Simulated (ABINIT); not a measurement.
## Converging GW for Al2O3 (Corundum) in ABINIT

Aim: raise bands and screening cutoff together for Al2O3 (Corundum) and follow gap and time.

Program: ABINIT 10.8.3. Level of theory: PBE and many-body steps on it, plane waves. Results are calculated unless marked as measured.

### 1. The starting structure

It takes space group R-3c (No. 167, trigonal). Conventional cell: a = 4.760 Å, b = 4.760 Å, c = 12.996 Å, α = 90.00°, β = 90.00°, γ = 120.00°. Nearest to Al lie 6 O at 1.85 to 1.97 Å. O has 4 Al at 1.85 to 1.97 Å nearest. Farther neighbours and most contacts between anions are not listed.

The cell and positions come from the Crystallography Open Database and are kept as given unless a step says otherwise.

### 2. Empty states on the mesh, 4×4×4 mesh, 454 bands

This step: ABINIT 10.8.3; DFT, PBE, plane waves, norm-conserving pseudopotentials.

The sums over transitions need many empty states on a uniform mesh; this step solves for them.

run.abi

```
acell 3*1.0 Angstrom
rprim 
  2.380249999995 1.374237978213 4.331866666707
  -2.380249999995 1.374237978213 4.331866666707
  -0.000000000000 -2.748475956495 4.331866666685
ntypat 2
znucl 13 8
natom 10
typat 1 1 1 1 2 2 2 2 2 2
xred 
  0.352160000000 0.352160000000 0.352160000000
  0.147840000000 0.147840000000 0.147840000000
  0.647840000000 0.647840000000 0.647840000000
  0.852160000000 0.852160000000 0.852160000000
  0.556680000000 0.943320000000 0.250000000000
  0.250000000000 0.556680000000 0.943320000000
  0.943320000000 0.250000000000 0.556680000000
  0.443320000000 0.056680000000 0.750000000000
  0.750000000000 0.443320000000 0.056680000000
  0.056680000000 0.750000000000 0.443320000000
pp_dirpath "pseudos"
pseudos "Al.upf, O.upf"
ecut 36
ngkpt 4 4 4
nshiftk 1
shiftk 0 0 0
kptopt 1
chksymbreak 0
iscf -2
irdden 1
istwfk *1
nband 454
nbdbuf 40
tolwfr 1e-09
nstep 60
prtvol 0
indata_prefix "in"
outdata_prefix "out"
tmpdata_prefix "tmp"
```

The run is started by

```bash
OMP_NUM_THREADS=1 mpirun -n 4 abinit run.abi > log
```

Numbers of over 12 decimals in the logs are rounded to 6 here.

What it wrote:

```text
.Version 10.8.3 of ABINIT. v10.8.2 released Aug 2026.

 Symmetries : space group R-3 c (#167); Bravais hR (rhombohedral)
[... echo of the input left out ...]
== DATASET  1 ==================================================================
-   mpi_nproc: 4, omp_nthreads: 1 (-1 if OMP is not activated)

--- !DatasetInfo
iteration_state: {dtset: 1, }
dimensions: {natom: 10, nkpt: 13, mband: 454, nsppol: 1, nspinor: 1, nspden: 1, mpw: 5940, }
cutoff_energies: {ecut:  36.0, pawecutdg:  -1.0, }
[...]
5.81766    5.82426    5.82426    5.82593    5.83417    5.83418    5.86142    5.87299
   5.87306    5.89715    5.89778    5.90263    5.92272    5.92322    5.92835    5.93543
   5.93584    5.94520    5.95194    5.95589    5.98362    5.99073
 prteigrs : prtvol=0 or 1, do not print more k-points.

== END DATASET(S) ==============================================================
================================================================================

 -outvars: echo values of variables after computation  --------
            nband         454
             nkpt          13
          spgroup         167
 [... the other variables as echoed above ...]

 Calculation completed.
```

The job ended after 15 min (4 MPI ranks of Arm Neoverse V1, shared host; peak memory 0.91 GiB).

Numbers from this step:

* gap: 6.266 eV
* k of the valence top: 0, 0, 0
* k of the conduction bottom: 0, 0, 0
* least direct gap: 6.266 eV
* k points computed: 13
* lowest point of the top converged band, above the valence top: 146.9023 eV

On this mesh the gap is 6.266 eV.

The density comes from a self-consistent run that is not shown.

### 3. Screening, 4×4×4 mesh, 101 bands, screening to 68.6 eV

The RPA dielectric matrix is built and inverted for each q.

This step: RPA screening on PBE, plane waves, norm-conserving pseudopotentials.

Edit run.abi of step 2 so:

```diff
@@ -28,10 +28,11 @@
 chksymbreak 0
-iscf -2
-irdden 1
 istwfk *1
-nband 454
-nbdbuf 40
-tolwfr 1e-09
-nstep 60
-prtvol 0
+occopt 1
+irdwfk 1
+optdriver 3
+nband 101
+ecuteps 2.52
+inclvkb 2
+awtr 1
+symchi 1
 indata_prefix "in"
```

What it wrote:

```text
.Version 10.8.3 of ABINIT. v10.8.2 released Aug 2026.

 Symmetries : space group R-3 c (#167); Bravais hR (rhombohedral)
[... echo of the input left out ...]
== DATASET  1 ==================================================================
-   mpi_nproc: 4, omp_nthreads: 1 (-1 if OMP is not activated)

--- !DatasetInfo
iteration_state: {dtset: 1, }
dimensions: {natom: 10, nkpt: 13, mband: 101, nsppol: 1, nspinor: 1, nspden: 1, mpw: 5940, }
cutoff_energies: {ecut:  36.0, pawecutdg:  -1.0, }
electrons: {nelect:   4.80000000E+01, charge:   0.00000000E+00, occopt:   1.00000000E+00, tsmear:   1.00000000E-02, }

 SCREENING: Calculation of the susceptibility and dielectric matrices

 Based on a program developped by R.W. Godby, V. Olevano, G. Onida, and L. Reining.
 Incorporated in ABINIT by V. Olevano, G.-M. Rignanese, and M. Torrent.
.Using double precision arithmetic ; gwpc =  8

[... cell and pseudopotentials left out ...]
--------------------------------------------------------------------------------

 ==== K-mesh for the wavefunctions ====
 Number of points in the irreducible wedge :    13
[... list of points left out ...]
 Together with 12 symmetry operations and time-reversal symmetry
 yields    64 points in the full Brillouin Zone.

 ==== Q-mesh for the screening function ====
 Number of points in the irreducible wedge :    13
[... list of points left out ...]
 Together with 12 symmetry operations and time-reversal symmetry
 yields    64 points in the full Brillouin Zone.

 setmesh: FFT mesh size selected  =    36x   36x   36
          total number of points  =        46656

 vcoul_init : cutoff-mode = AUXILIARY_FUNCTION
 q-points for optical limit:   1
     1)      0.000010    0.000020    0.000030

- screening: taking advantage of time-reversal symmetry
- Maximum band index for partially occupied states nbvw = 24
- Remaining bands to be divided among processors   nbcw = 77
- Number of bands treated by each node ~19

 Number of electrons calculated from density =   48.0000; Expected =   48.0000
 average of density, n =  0.083663
 r_s =    1.4184
 omega_plasma =   27.9012 [eV]

 calculating chi0 at frequencies [eV] :
  1    0.000000E+00    0.000000E+00
  2    0.000000E+00    2.790117E+01

--------------------------------------------------------------------------------
  q-point number  1        q = ( 0.000000, 0.000000, 0.000000) [r.l.u.]
--------------------------------------------------------------------------------
[... chi0 elements left out ...]
 For q-point:  0.000010 0.000020 0.000030
  dielectric constant =   3.0808
  dielectric constant without local fields =   3.2357

  Average fulfillment of the sum rule on Im[epsilon] for q-point    1 :     50.87  [%]
[... wings left out ...]
  q-point number  2        q = ( 0.250000, 0.000000, 0.000000) [r.l.u.]
--------------------------------------------------------------------------------
[... chi0 elements left out ...]
  Average fulfillment of the sum rule on Im[epsilon] for q-point    2 :     63.04  [%]

 [... 11 further q-points ...]
```

Elapsed: 3.3 min, on 4 MPI ranks; peak memory 2.4 GiB.

Numbers from this step:

| Property | Result |
| --- | --- |
| ε∞ with local fields, on this mesh, along the program's q direction | 3.081 |
| the same without local fields | 3.236 |
| plasma frequency | 27.90 eV |
| plane waves in the screening matrix | 119 |

Local fields lower ε∞ by 5 %.

### 4. 101 bands, 68.6 eV

The self-energy is evaluated for the states that the input lists, and the levels follow from it, in one-shot runs by the linearised quasiparticle equation.

This step: G0W0 on PBE, plane waves, norm-conserving pseudopotentials.

Edit run.abi of step 3 so:

```diff
@@ -31,8 +31,21 @@
 irdwfk 1
-optdriver 3
+optdriver 4
 nband 101
+gwcalctyp 0
+ecutsigx 36
+symsigma 1
+nkptgw 4
+kptgw 
+  0.0000000000 0.0000000000 0.0000000000
+  0.5000000000 0.0000000000 0.0000000000
+  0.5000000000 0.5000000000 0.0000000000
+  0.5000000000 0.5000000000 0.5000000000
+bdgw 
+  22 26
+  23 26
+  23 26
+  21 26
 ecuteps 2.52
-inclvkb 2
-awtr 1
-symchi 1
+irdscr 1
+ppmodel 1
 indata_prefix "in"
```

What it wrote:

```text
.Version 10.8.3 of ABINIT. v10.8.2 released Aug 2026.

 Symmetries : space group R-3 c (#167); Bravais hR (rhombohedral)
[... echo of the input left out ...]
== DATASET  1 ==================================================================
-   mpi_nproc: 4, omp_nthreads: 1 (-1 if OMP is not activated)

--- !DatasetInfo
iteration_state: {dtset: 1, }
dimensions: {natom: 10, nkpt: 13, mband: 101, nsppol: 1, nspinor: 1, nspden: 1, mpw: 5940, }
cutoff_energies: {ecut:  36.0, pawecutdg:  -1.0, }
electrons: {nelect:   4.80000000E+01, charge:   0.00000000E+00, occopt:   1.00000000E+00, tsmear:   1.00000000E-02, }

 SIGMA: Calculation of the GW corrections

 Based on a program developped by R.W. Godby, V. Olevano, G. Onida, and L. Reining.
 Incorporated in ABINIT by V. Olevano, G.-M. Rignanese, and M. Torrent.
.Using double precision arithmetic ; gwpc =  8

[... cell and pseudopotentials left out ...]
--------------------------------------------------------------------------------

 ==== K-mesh for the wavefunctions ====
 Number of points in the irreducible wedge :    13
[... list of points left out ...]
 Together with 12 symmetry operations and time-reversal symmetry
 yields    64 points in the full Brillouin Zone.

 ==== Q-mesh for screening function ====
 Number of points in the irreducible wedge :    13
[... list of points left out ...]
 Together with 12 symmetry operations and time-reversal symmetry
 yields    64 points in the full Brillouin Zone.

 vcoul_init : cutoff-mode = AUXILIARY_FUNCTION
 q-points for optical limit:   1
     1)      0.000010    0.000020    0.000030
 setmesh: FFT mesh size selected  =    54x   54x   54
          total number of points  =       157464

 Number of electrons calculated from density =   48.0000; Expected =   48.0000
 average of density, n =  0.083663
 r_s =    1.4184
 omega_plasma =   27.9012 [eV]

 === KS Band Gaps ===
  >>>> For spin  1
   Minimum direct gap =   6.2663 [eV], located at k-point      :   0.0000  0.0000  0.0000
   Fundamental gap    =   6.2663 [eV], Top of valence bands at :   0.0000  0.0000  0.0000
                                       Bottom of conduction at :   0.0000  0.0000  0.0000
 SIGMA fundamental parameters:
 PLASMON POLE MODEL  1
 number of plane-waves for SigmaX                 5879
 number of plane-waves for SigmaC and W            119
 number of plane-waves for wavefunctions          5879
 number of bands                                   101
 number of independent spin polarizations            1
 number of spinorial components                      1
 number of k-points in IBZ                          13
 number of q-points in IBZ                          13
 number of symmetry operations                      12
 number of k-points in BZ                           64
 number of q-points in BZ                           64
 number of frequencies for dSigma/dE                 9
 frequency step for dSigma/dE [eV]                0.25
 number of omega for Sigma on real axis              0
 max omega for Sigma on real axis  [eV]           0.00
 zcut for avoiding poles [eV]                     0.10

 EPSILON^-1 parameters (SCR file):
 dimension of the eps^-1 matrix on file            119
 dimension of the eps^-1 matrix used               119
 number of plane-waves for wavefunctions          5879
 number of bands                                   101
 number of q-points in IBZ                          13
 number of frequencies                               2
 number of real frequencies                          1
 number of imag frequencies                          1

 matrix elements of self-energy operator (all in [eV])

 Perturbative Calculation

--- !SelfEnergy_ee
iteration_state: {dtset: 1, }
kpoint     : [   0.000,    0.000,    0.000, ]
spin       : 1
KS_gap     :    6.266
QP_gap     :    8.322
Delta_QP_KS:    2.055
data: !SigmaeeData |
     Band     E0 <VxcDFT>   SigX SigC(E0)      Z dSigC/dE  Sig(E)    E-E0       E
       22   5.137 -20.467 -25.963   4.501   0.823  -0.214 -21.286  -0.819   4.318
       23   5.137 -20.467 -25.963   4.501   0.823  -0.214 -21.286  -0.819   4.318
       24   5.182 -20.398 -25.833   4.467   0.824  -0.214 -21.195  -0.797   4.384
       25  11.448 -13.779  -8.892  -3.425   0.861  -0.162 -12.521   1.258  12.706
       26  14.369 -11.424  -6.101  -3.726   0.865  -0.157 -10.044   1.380  15.749

--- !SelfEnergy_ee
iteration_state: {dtset: 1, }
kpoint     : [   0.500,    0.000,    0.000, ]
spin       : 1
KS_gap     :    9.763
QP_gap     :   12.475
Delta_QP_KS:    2.712
data: !SigmaeeData |
     Band     E0 <VxcDFT>   SigX SigC(E0)      Z dSigC/dE  Sig(E)    E-E0       E
       23   4.912 -19.947 -25.625   4.550   0.822  -0.217 -20.874  -0.927   3.986
[...]
--- !SelfEnergy_ee
iteration_state: {dtset: 1, }
kpoint     : [   0.500,    0.500,    0.000, ]
spin       : 1
KS_gap     :    9.934
QP_gap     :   12.318
Delta_QP_KS:    2.385
data: !SigmaeeData |
     Band     E0 <VxcDFT>   SigX SigC(E0)      Z dSigC/dE  Sig(E)    E-E0       E
[...]
--- !SelfEnergy_ee
iteration_state: {dtset: 1, }
kpoint     : [   0.500,    0.500,    0.500, ]
spin       : 1
KS_gap     :    9.087
QP_gap     :   11.593
Delta_QP_KS:    2.506
data: !SigmaeeData |
     Band     E0 <VxcDFT>   SigX SigC(E0)      Z dSigC/dE  Sig(E)    E-E0       E
[...]
24   4.802 -20.109 -25.760   4.540   0.822  -0.216 -21.023  -0.914   3.888
       25  13.889 -13.834  -8.419  -3.554   0.855  -0.169 -12.243   1.591  15.481
       26  13.889 -13.834  -8.419  -3.554   0.855  -0.169 -12.243   1.591  15.481

== END DATASET(S) ==============================================================
================================================================================

 -outvars: echo values of variables after computation  --------
           etotal      0.0000000000E+00
            nband         101
             nkpt          13
          spgroup         167
 [... the other variables as echoed above ...]

 Calculation completed.
```

Elapsed: 19 s, on 4 MPI ranks; peak memory 1.6 GiB.

Numbers from this step:

```
G0W0 gap on the mesh                         : 8.322 eV
starting gap on the mesh                     : 6.266 eV
k of the valence top                         : 0, 0, 0
k of the conduction bottom                   : 0, 0, 0
Z at the valence top                         : 0.824
Z at the conduction bottom                   : 0.861
least direct G0W0 gap on the computed points : 8.322 eV
```

The gap on the mesh goes from 6.27 eV to 8.32 eV, a correction of +2.06 eV.

### 5. Screening, 4×4×4 mesh, 141 bands, screening to 90.6 eV

This step: RPA screening on PBE, plane waves, norm-conserving pseudopotentials.

Edit run.abi of step 4 so:

```diff
@@ -31,21 +31,8 @@
 irdwfk 1
-optdriver 4
-nband 101
-gwcalctyp 0
-ecutsigx 36
-symsigma 1
-nkptgw 4
-kptgw 
-  0.0000000000 0.0000000000 0.0000000000
-  0.5000000000 0.0000000000 0.0000000000
-  0.5000000000 0.5000000000 0.0000000000
-  0.5000000000 0.5000000000 0.5000000000
-bdgw 
-  22 26
-  23 26
-  23 26
-  21 26
-ecuteps 2.52
-irdscr 1
-ppmodel 1
+optdriver 3
+nband 141
+ecuteps 3.33
+inclvkb 2
+awtr 1
+symchi 1
 indata_prefix "in"
```

What it wrote:

```text
.Version 10.8.3 of ABINIT. v10.8.2 released Aug 2026.

 Symmetries : space group R-3 c (#167); Bravais hR (rhombohedral)
[... echo of the input left out ...]
== DATASET  1 ==================================================================
-   mpi_nproc: 4, omp_nthreads: 1 (-1 if OMP is not activated)

--- !DatasetInfo
iteration_state: {dtset: 1, }
dimensions: {natom: 10, nkpt: 13, mband: 141, nsppol: 1, nspinor: 1, nspden: 1, mpw: 5940, }
cutoff_energies: {ecut:  36.0, pawecutdg:  -1.0, }
electrons: {nelect:   4.80000000E+01, charge:   0.00000000E+00, occopt:   1.00000000E+00, tsmear:   1.00000000E-02, }

 SCREENING: Calculation of the susceptibility and dielectric matrices

 Based on a program developped by R.W. Godby, V. Olevano, G. Onida, and L. Reining.
 Incorporated in ABINIT by V. Olevano, G.-M. Rignanese, and M. Torrent.
.Using double precision arithmetic ; gwpc =  8

[... cell and pseudopotentials left out ...]
--------------------------------------------------------------------------------

 ==== K-mesh for the wavefunctions ====
 Number of points in the irreducible wedge :    13
[... list of points left out ...]
 Together with 12 symmetry operations and time-reversal symmetry
 yields    64 points in the full Brillouin Zone.

 ==== Q-mesh for the screening function ====
 Number of points in the irreducible wedge :    13
[... list of points left out ...]
 Together with 12 symmetry operations and time-reversal symmetry
 yields    64 points in the full Brillouin Zone.

 setmesh: FFT mesh size selected  =    36x   36x   36
          total number of points  =        46656

 vcoul_init : cutoff-mode = AUXILIARY_FUNCTION
 q-points for optical limit:   1
     1)      0.000010    0.000020    0.000030

- screening: taking advantage of time-reversal symmetry
- Maximum band index for partially occupied states nbvw = 24
- Remaining bands to be divided among processors   nbcw = 117
- Number of bands treated by each node ~29

 Number of electrons calculated from density =   48.0000; Expected =   48.0000
 average of density, n =  0.083663
 r_s =    1.4184
 omega_plasma =   27.9012 [eV]

 calculating chi0 at frequencies [eV] :
  1    0.000000E+00    0.000000E+00
  2    0.000000E+00    2.790117E+01

--------------------------------------------------------------------------------
  q-point number  1        q = ( 0.000000, 0.000000, 0.000000) [r.l.u.]
--------------------------------------------------------------------------------
[... chi0 elements left out ...]
 For q-point:  0.000010 0.000020 0.000030
  dielectric constant =   3.0773
  dielectric constant without local fields =   3.2501

  Average fulfillment of the sum rule on Im[epsilon] for q-point    1 :     61.89  [%]
[... wings left out ...]
  q-point number  2        q = ( 0.250000, 0.000000, 0.000000) [r.l.u.]
--------------------------------------------------------------------------------
[... chi0 elements left out ...]
  Average fulfillment of the sum rule on Im[epsilon] for q-point    2 :     71.36  [%]

 [... 11 further q-points ...]
```

Wall time 5.1 min (4 MPI ranks); peak memory 2.8 GiB.

This step gave:

| Item | Value |
| --- | --- |
| ε∞ with local fields, on this mesh, along the program's q direction | 3.077 |
| the same without local fields | 3.250 |
| plasma frequency | 27.90 eV |
| plane waves in the screening matrix | 169 |

(Continued in part 2 of 2.)

[Paths, hosts, dates, memory and timing lines, banners, echoed tables and standing remarks are left out of the program output.]

[Logs are printed without paths, hosts, clocks, repeated set-up lines and the standing remarks that a program may print on its own settings, such as how far it seeks lower states.]

[Runs of the session that timed out or met a known fault of the program may be left out.]

[Hosts, paths, dates, database ids (printed as entryN), source tags and the programs' standing remarks are cut or masked in the printed files.]

[G0W0 gaps are taken among the corrected bands and points alone; a level outside them can change the order at an edge.]

[Where Ansatz stands beside ABINIT at settings called matched, ABINIT's density can come from a denser mesh and the files from another edition; pairs whose starting gaps differed by over 0.03 eV were left out, so agreement reads better than it is.]
